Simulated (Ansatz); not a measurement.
Rows from a G0W0 calculation on LiF (Griceite) (Ansatz 0.2.0; G0W0 on LDA, plane waves, PAW; PAW set soft_1; 6×6×6 mesh, 48 empty bands, screening to 120 eV, PAW set soft_1 files), in eV. Spin-orbit coupling is left out.

```
row  k  band   start       Σx  Σc at the solution      Vxc
  A  Γ    v1   0.545  -31.929               5.315  -24.279
  B  Γ    c1   9.386   -7.785              -3.478  -13.251
  C  Γ    c2  23.988   -3.129              -4.847  -10.844
```

Give the quasiparticle energies and the shift of each level.

The quasiparticle equation reads E = start + Σx + Σc(E) − Vxc.

| row | E (eV) | shift (eV) |
| --- | --- | --- |
| A | -1.789 | −2.334 |
| B | 11.374 | +1.988 |
| C | 26.856 | +2.868 |

Limits: not at the basis limit.

[Paths, hosts, dates, memory and timing lines, banners, echoed tables and standing remarks are left out of the program output.]

[Logs are printed without paths, hosts, clocks, repeated set-up lines and the standing remarks that a program may print on its own settings, such as how far it seeks lower states.]

[Runs of the session that timed out or met a known fault of the program may be left out.]

[Cells called generated may have been cut or substituted from an entry of the Crystallography Open Database or the Materials Project.]

[Hosts, paths, dates, database ids (printed as entryN), source tags and the programs' standing remarks are cut or masked in the printed files.]
